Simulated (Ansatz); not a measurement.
# A hypothetical structure for BaLiGe

This structure for BaLiGe is made up. Its elements were placed in a known structure type with a cell scaled to their sizes. What cell does the guess relax to, and how far off was it?

Method: DFT, PBE, plane-wave PAW, files of the set soft_1, scalar-relativistic, no spin, cell and ions relaxed at zero pressure; PAW set soft_1, in the first sound run; inputs show where later runs differ, in Ansatz 0.2.0.

## 1. The starting structure

Symmetry: P-6m2, No. 187, hexagonal system. Conventional cell: a = 5.000 Å, b = 5.000 Å, c = 4.021 Å, α = 90.00°, β = 90.00°, γ = 120.00°. Ba has 6 Ge at 3.52 Å and 6 Li at 3.52 Å nearest. Ge has 3 Li at 2.89 Å and 6 Ba at 3.52 Å nearest. Li has 3 Ge at 2.89 Å and 6 Ba at 3.52 Å nearest. Farther neighbours are not listed.

## 2. Relaxation of the guess

The guessed cell has no reason to be at equilibrium. It is relaxed with the atoms, within the space group of the guess.

input.yaml

```yaml
crystal:
  lattice:
    - [5.0, 0.0, 0.0]
    - [-2.5, 4.330127019, 0.0]
    - [0.0, 0.0, 4.021]
  atoms:
    - { symbol: Ba, position: [0.666666667, 0.333333333, 0.0] }
    - { symbol: Ge, position: [0.333333333, 0.666666667, 0.5] }
    - { symbol: Li, position: [0.0, 0.0, 0.5] }
kpoints:
  mp_grid: { grid: [6, 6, 7] }
scf:
  occupations: { method: fermi_dirac, width: 0.05 }
hamiltonian:
  xc: pbe
  pseudopotentials: { kind: paw, azcp: { folder: soft_1 } }
relax:
  f_tol: 0.015
  max_steps: 70
  cell: {}
output:
  forces: true
  stress: true
```

Started as:

```console
> ansatz run input.yaml --threads 4 --pin off --max-ram 8192MiB --backend cpu --events-out ev --progress --plain --runs-dir out
```

Numbers of over 12 decimals in the logs are rounded to 6 here.

The program printed:

```text
Engine: ansatz 0.2.0, x86_64-unknown-linux-gnu
Pseudopotentials: kind: paw
Pseudopotential: Ba, paw, valence charge 10, recommended cutoff 420 eV (normal), soft_1/Ba.paw.azcp
Pseudopotential: Ge, paw, valence charge 14, recommended cutoff 420 eV (normal), soft_1/Ge.paw.azcp
Pseudopotential: Li, paw, valence charge 3, recommended cutoff 420 eV (normal), soft_1/Li.paw.azcp
Functional definition: PBE
  parameter kappa = 0.804
  parameter beta = 0.066725
  exchange = pbe_x(kappa = kappa, mu = beta*pi^2/3)
  correlation = pbe_c(beta = beta)
Crystal: 3 atoms, lattice volume = 87.057 Å³
Basis set: ecut = 420 eV, 1687 PW (Γ), exchange–correlation on 72×72×54 points (8 copies of the dense FFT grid, shifted against one another)
Bands: 18, of which v1, the nominal top of the filled ones, is band 14 counted from 1 (13 counted from 0)
Symmetry: 12 space group operations
Space group: P-6m2 (ITA 187), of the structure as read, at distance tolerance 4.4e-5 Å
k-points: 28 of 252 (time reversal used)
Non-local potential: Ba, projectors of the file, l = 0: 3, l = 1: 2, l = 2: 2, l = 3: 2
Non-local potential: Ge, projectors of the file, l = 0: 2, l = 1: 2, l = 2: 3, l = 3: 1
Non-local potential: Li, projectors of the file, l = 0: 3, l = 1: 2, l = 2: 1
PAW form: soft (Blöchl's): semilocal exchange-correlation on the pseudo side does not see the compensation charge
PAW one-centre angular grid: Ba, 194 points (default); XC on 64 Gauss nodes
PAW one-centre angular grid: Ge, 590 points (default); XC on 64 Gauss nodes
PAW one-centre angular grid: Li, 110 points (default); XC on 96 Gauss nodes
Initial density: superposition of atomic densities (chi_scale 0.1, normalization cell, long waves kept (reshape's long-wave potential 0.00 eV rms))
Initial wavefunctions: pseudopotential atomic-orbital guess
Functional: x = pbe(κ = 0.804, μ = 0.219515), c = pbe(β = 0.066725)
SCF iter   1: F=—  HF=-10451.252830 eV  |F-HF|=—  |Δ(HF+E_count)|=         —  Δρ=3.41e-2  dr2=1.99e0  ethr=3.10e-3  ⟨swp⟩=8.8  Hψ=3176  notcnv=0
preconditioner: auto → Kerker (q_TF=auto, 2.245 Å⁻¹)  [metal: Δε(μ)=0.063 eV  Ē_g=10.115 eV  σ=0.050 eV  W_gap=0.30  n_scr=20 (ndim 8)  ℏωp=14.3 eV  f_vac=0.000  D(μ)=1.62/eV (n_scr^D=8)]
SCF iter   2: F=—  HF=-10450.727721 eV  |F-HF|=—  |Δ(HF+E_count)|=   5.25e-1  Δρ=1.82e-2  dr2=5.68e-1  ethr=3.10e-3  ⟨swp⟩=2.8  Hψ=1223  notcnv=0  defer=1
SCF iter   3: F=—  HF=-10450.564008 eV  |F-HF|=—  |Δ(HF+E_count)|=   1.64e-1  Δρ=7.38e-3  dr2=8.35e-2  ethr=2.10e-3  ⟨swp⟩=2.7  Hψ=979  notcnv=0  defer=1
SCF iter   4: F=—  HF=-10450.538816 eV  |F-HF|=—  |Δ(HF+E_count)|=   2.52e-2  Δρ=2.70e-3  dr2=1.76e-2  ethr=3.09e-4  ⟨swp⟩=3.0  Hψ=1025  notcnv=0  defer=1
SCF iter   5: F=—  HF=-10450.538320 eV  |F-HF|=—  |Δ(HF+E_count)|=   4.96e-4  Δρ=7.83e-4  dr2=1.31e-3  ethr=6.53e-5  ⟨swp⟩=2.0  Hψ=696  notcnv=0  defer=1
SCF iter   6: F=—  HF=-10450.538509 eV  |F-HF|=—  |Δ(HF+E_count)|=   1.89e-4  Δρ=2.50e-4  dr2=7.57e-5  ethr=4.85e-6  ⟨swp⟩=2.3  Hψ=777  notcnv=0  defer=1
SCF iter   7: F=—  HF=-10450.538513 eV  |F-HF|=—  |Δ(HF+E_count)|=   4.02e-6  Δρ=6.40e-5  dr2=5.98e-6  ethr=2.80e-7  ⟨swp⟩=2.2  Hψ=632  notcnv=0  defer=1
SCF iter   8: F=—  HF=-10450.538516 eV  |F-HF|=—  |Δ(HF+E_count)|=   2.96e-6  Δρ=2.45e-5  dr2=9.65e-7  ethr=2.22e-8  ⟨swp⟩=2.9  Hψ=854  notcnv=0  defer=1
SCF iter   9: F=-10450.538516 eV  HF=-10450.538516 eV  |F-HF|=7.58e-9  |Δ(HF+E_count)|=   1.13e-7  Δρ=5.26e-6  dr2=3.46e-8  ethr=3.70e-10  ⟨swp⟩=3.0  Hψ=2161  notcnv=0
SCF 1 converged in 9 iterations: F = -10450.538516 eV  dr2 = 3.46e-8
  greatest PAW one-centre occupation: 1.000 electrons in one spin orbital (limit 2), on the Li atom at site 2 (counted from 0), in its partial waves of l = 0
relax step   1: F+E_penalty+E_count = -10450.53851578 eV  Δ(F+E_penalty+E_count) = +0.000e0 eV  max|allowed force component| = 7.401e-17 eV/Å  Δτ_max = 0.0000 Å  P = -0.537 GPa  Ω = 87.057 Å³  (9 SCF iters, dr2 threshold 1.00e-7 eV, accepted)
Crystal: 3 atoms, lattice volume = 85.403 Å³
Basis set: ecut = 420 eV, 1675 PW (Γ), exchange–correlation on 72×72×54 points (8 copies of the dense FFT grid, shifted against one another)
Initial density: handed on by an earlier stage of this run
Initial wavefunctions: those handed on with the density
iter 1 solved again at ethr=1.86e-6 eV; its pass at ethr=3.10e-3 eV (dr2=5.03e-4 eV) is discarded
SCF iter   1: F=—  HF=-10450.541669 eV  |F-HF|=—  |Δ(HF+E_count)|=         —  Δρ=6.09e-4  dr2=5.90e-4  ethr=1.86e-6  ⟨swp⟩=2.0  Hψ=3644  notcnv=0
preconditioner: auto → Kerker (q_TF=auto, 2.252 Å⁻¹)  [metal: Δε(μ)=0.021 eV  Ē_g=10.098 eV  σ=0.050 eV  W_gap=0.10  n_scr=20 (ndim 8)  ℏωp=14.5 eV  f_vac=0.000  D(μ)=1.75/eV (n_scr^D=8)]
SCF iter   2: F=—  HF=-10450.541555 eV  |F-HF|=—  |Δ(HF+E_count)|=   1.14e-4  Δρ=3.63e-4  dr2=2.02e-4  ethr=1.86e-6  ⟨swp⟩=2.2  Hψ=669  notcnv=0
SCF iter   3: F=—  HF=-10450.541516 eV  |F-HF|=—  |Δ(HF+E_count)|=   3.89e-5  Δρ=1.45e-4  dr2=2.94e-5  ethr=7.47e-7  ⟨swp⟩=2.0  Hψ=817  notcnv=0
SCF iter   4: F=—  HF=-10450.541504 eV  |F-HF|=—  |Δ(HF+E_count)|=   1.25e-5  Δρ=6.17e-5  dr2=9.83e-6  ethr=1.09e-7  ⟨swp⟩=2.0  Hψ=824  notcnv=0
SCF iter   5: F=—  HF=-10450.541504 eV  |F-HF|=—  |Δ(HF+E_count)|=   7.04e-7  Δρ=2.40e-5  dr2=6.63e-7  ethr=3.64e-8  ⟨swp⟩=3.0  Hψ=822  notcnv=0
SCF iter   6: F=-10450.541504 eV  HF=-10450.541504 eV  |F-HF|=8.04e-9  |Δ(HF+E_count)|=   2.08e-7  Δρ=6.14e-6  dr2=4.79e-8  ethr=1.11e-9  ⟨swp⟩=4.0  Hψ=1581  notcnv=0
SCF 2 converged in 6 iterations: F = -10450.541504 eV  dr2 = 4.79e-8
relax step   2: F+E_penalty+E_count = -10450.54150428 eV  Δ(F+E_penalty+E_count) = -2.989e-3 eV  max|allowed force component| = 1.295e-16 eV/Å  Δτ_max = 0.0000 Å  P = +0.002 GPa  Ω = 85.403 Å³  energy of the carried Pulay correction = +1.129e-4 eV  (6 SCF iters, dr2 threshold 3.00e-7 eV, accepted)
Crystal: 3 atoms, lattice volume = 85.384 Å³
iter 1 solved again at ethr=6.00e-9 eV; its pass at ethr=3.10e-3 eV (dr2=1.62e-6 eV) is discarded
SCF iter   1: F=—  HF=-10450.541570 eV  |F-HF|=—  |Δ(HF+E_count)|=         —  Δρ=4.48e-5  dr2=1.69e-6  ethr=6.00e-9  ⟨swp⟩=3.0  Hψ=3620  notcnv=0
preconditioner: auto → Kerker (q_TF=auto, 2.252 Å⁻¹)  [metal: Δε(μ)=0.022 eV  Ē_g=10.100 eV  σ=0.050 eV  W_gap=0.11  n_scr=20 (ndim 8)  ℏωp=14.5 eV  f_vac=0.000  D(μ)=1.74/eV (n_scr^D=8)]
SCF iter   2: F=—  HF=-10450.541554 eV  |F-HF|=—  |Δ(HF+E_count)|=   1.56e-5  Δρ=2.79e-5  dr2=6.96e-7  ethr=6.00e-9  ⟨swp⟩=1.0  Hψ=504  notcnv=0
SCF iter   3: F=—  HF=-10450.541554 eV  |F-HF|=—  |Δ(HF+E_count)|=   8.74e-8  Δρ=4.85e-6  dr2=3.04e-8  ethr=2.58e-9  ⟨swp⟩=2.5  Hψ=767  notcnv=0
SCF iter   4: F=—  HF=-10450.541554 eV  |F-HF|=—  |Δ(HF+E_count)|=   7.61e-9  Δρ=2.57e-6  dr2=1.15e-8  ethr=3.63e-11  ⟨swp⟩=4.0  Hψ=1520  notcnv=0
SCF iter   5: F=-10450.541554 eV  HF=-10450.541554 eV  |F-HF|=3.69e-10  |Δ(HF+E_count)|=  5.73e-10  Δρ=9.17e-7  dr2=1.72e-9  ethr=3.63e-11  ⟨swp⟩=4.0  Hψ=1491  notcnv=0
SCF 3 converged in 5 iterations: F = -10450.541554 eV  dr2 = 1.72e-9
relax step   3: F+E_penalty+E_count = -10450.54155426 eV  Δ(F+E_penalty+E_count) = -4.998e-5 eV  max|allowed force component| = 1.419e-16 eV/Å  Δτ_max = 0.0000 Å  P = -0.006 GPa  Ω = 85.384 Å³  energy of the carried Pulay correction = +1.150e-4 eV  (5 SCF iters, dr2 threshold 9.79e-9 eV, accepted)
Initial wavefunctions: pseudopotential atomic-orbital guess (no wavefunctions were taken with the density)
iter 1 solved again at ethr=4.17e-7 eV; its pass at ethr=3.10e-3 eV (dr2=1.13e-4 eV) is discarded
SCF iter   1: F=—  HF=-10450.541456 eV  |F-HF|=—  |Δ(HF+E_count)|=         —  Δρ=7.42e-6  dr2=1.01e-8  ethr=4.17e-7  ⟨swp⟩=2.9  Hψ=4203  notcnv=0
eigensolver tolerance schedule: the retry pair's looser diagonalisation over-reported the residual by 11157.19 of it (diagonalisation noise at an unbounded share of the residual, at the tolerance the schedule requests for it); recorded, not acted on — ethr = c·dr2/N_el stays at c = 1.0e-1
SCF iter   2: F=—  HF=-10450.541440 eV  |F-HF|=—  |Δ(HF+E_count)|=   1.54e-5  Δρ=4.54e-6  dr2=6.43e-9  ethr=3.74e-11  ⟨swp⟩=3.0  Hψ=1202  notcnv=0
SCF iter   3: F=—  HF=-10450.541440 eV  |F-HF|=—  |Δ(HF+E_count)|=   1.34e-8  Δρ=1.84e-6  dr2=1.46e-9  ethr=2.38e-11  ⟨swp⟩=2.1  Hψ=664  notcnv=0
SCF iter   4: F=—  HF=-10450.541440 eV  |F-HF|=—  |Δ(HF+E_count)|=   1.73e-9  Δρ=2.57e-7  dr2=1.14e-10  ethr=5.43e-12  ⟨swp⟩=2.0  Hψ=687  notcnv=0
SCF iter   5: F=-10450.541440 eV  HF=-10450.541440 eV  |F-HF|=1.82e-12  |Δ(HF+E_count)|=  2.00e-11  Δρ=1.04e-7  dr2=2.38e-11  ethr=1.00e-12  ⟨swp⟩=5.4  Hψ=2031  notcnv=0
SCF 4 converged in 5 iterations: F = -10450.541440 eV  dr2 = 2.38e-11
relax step   4: F+E_penalty+E_count = -10450.54144031 eV  Δ(F+E_penalty+E_count) = +1.140e-4 eV  max|allowed force component| = 1.419e-16 eV/Å  Δτ_max = 0.0000 Å  P = -0.006 GPa  Ω = 85.384 Å³  stress off target by 4.07e-2 GPa  SCF on the basis re-selected at this cell (its energy is not comparable with the rows above)  (5 SCF iters)
basis re-selected at this cell: Δ(F+E_penalty+E_count) = +1.140e-4 eV, ΔP = +0.000 GPa vs the last step (what re-selecting the basis moved, of the pressure what is left beyond the Pulay correction that the steps carried, after the strain that the cell walked since its last selection, with what the two solves' SCF thresholds leave and, on support functions, any second-order correction that the steps lacked; it is no m [...]
SCF converged after 5 iterations
Free energy (F): -10450.541440 eV
Harris-Foulkes:  -10450.541440 eV  (|F-HF|=1.82e-12)
Internal energy: -10450.525696 eV  (E = F + TS)
E sigma→0 (E₀):  -10450.533568 eV
Entropy (-TS):   -0.015745 eV (-5.248 meV/atom)
Fermi energy:    6.459629 eV
--- Per-component energies (eV) ---
  E_band       = -299.750841
  E_kinetic    = 267.075399
  E_local      = -2948.268322  (includes V_loc(G=0)·N_el)
  E_nonlocal   = 289.355720
  E_hartree    = 1321.494879
  E_xc         = -277.754963
  E_vxc        = -203.389037  (∫ρ·V_xc dr)
  E_paw        = -7230.892973  (= ΣΔE_a)
  E_vpaw       = -347.514731  (= ΣTr[D̂ρ^β])
  E_aug_tail   = 0.000273  (compensation charges beyond the density's cutoff)
  E_ewald      = -1871.535709
  E_smearing   = -0.015745  (= −TS)
  E_closure    = -0.000000  (closes the sum)
  Σ components = -10450.541440   (vs F -10450.541440, Δ=0.00e0)
--- Forces (eV/Å), atoms counted from 1 ---
  atom   1  Ba     0.00000000     0.00000000     0.00000000
  atom   2  Ge     0.00000000     0.00000000     0.00000000
  atom   3  Li    -0.00000000    -0.00000000     0.00000000
  max |Σ_I F_I| component: 3.70e-17 eV/Å
--- Stress (GPa, compression-positive) ---
        0.010892       0.000000       0.000000
        0.000000       0.010892       0.000000
        0.000000       0.000000      -0.040657
  P = ⅓ Tr σ = -0.0063 GPa (-0.063 kbar)
--- Relaxed structure (3 steps of the walk, 3 accepted, 1 SCFs on fresh bases) ---
  F+E_penalty+E_count = -10450.54144031 eV   max|allowed force component| = 1.419e-16 eV/Å   (the final SCF, on the basis selected at the relaxed cell)
  cell:  # Å, volume = 85.3844 Å³
    - [4.965365, 0.0, 0.0]
    - [-2.482682, 4.300132, 0.0]
    - [0.0, 0.0, 3.998947]
  atoms:
    - { symbol: Ba, position: [0.666667, 0.333333, 0.0] }
    - { symbol: Ge, position: [0.333333, 0.666667, 0.500000] }
    - { symbol: Li, position: [0, 0, 0.500000] }
```

The job ended after 7.1 s (4 threads of Intel Xeon Platinum 8375C at 2.90GHz (Ice Lake), shared host; peak memory 0.56 GiB; 20 s of CPU time).

Relaxation path:

```
step  energy less that of the first step (eV)  largest force component (eV/Å)  pressure (GPa)  volume (Å³)
   1                                   0.0000                          0.0000           -0.54        87.06
   2                                  -0.0030                          0.0000            0.00        85.40
   3                                  -0.0030                          0.0000           -0.01        85.38
  4*                                  -0.0029                          0.0000           -0.01        85.38
```

Relaxation steps marked * repeat the geometry before them on a plane-wave basis chosen anew for their cell, so energy and pressure can jump there.

Forces are held to the 12 operations that the run works with; a distortion that breaks them can't arise in this run.

```
conventional cell, symmetrised  before  after  change
                         a (Å)   5.000  4.965  -0.7 %
                         b (Å)   5.000  4.965  -0.7 %
                         c (Å)   4.021  3.999  -0.5 %
              volume (Å³/atom)   29.02  28.46  -1.9 %
```

Final coordinates:

```
Ba Ge Li
1.0
     4.96536    0.00000    0.00000
    -2.48268    4.30013    0.00000
     0.00000    0.00000    3.99895
Ba Ge Li
1 1 1
Direct
  0.66667 0.33333 0.00000
  0.33333 0.66667 0.50000
  0.00000 0.00000 0.50000
```

Numbers from this step:

- free energy: -10450.5414 eV
- energy at zero smearing: -10450.5336 eV
- smearing term TS: 0.01574 eV
- Fermi energy: 6.460 eV
- electrons: 27
- symmetry operations: 12
- pressure: -0.006291 GPa

Shortest distances by pair of elements, guess and relaxed (not always the same contact):

```
 pair  guess (Å)  relaxed (Å)
Ge–Li      2.887        2.867
Ba–Ge      3.518        3.495
Ba–Li      3.518        3.495
Ba–Ba      4.021        3.999
Ge–Ge      4.021        3.999
```

The relaxation ends with a pressure of -0.01 GPa.

(Part 1 of 2 ends here.)

[Logs are printed without paths, hosts, clocks, repeated set-up lines and the standing remarks that a program may print on its own settings, such as how far it seeks lower states.]

[Hosts, paths, dates, database ids (printed as entryN), source tags and the programs' standing remarks are cut or masked in the printed files.]
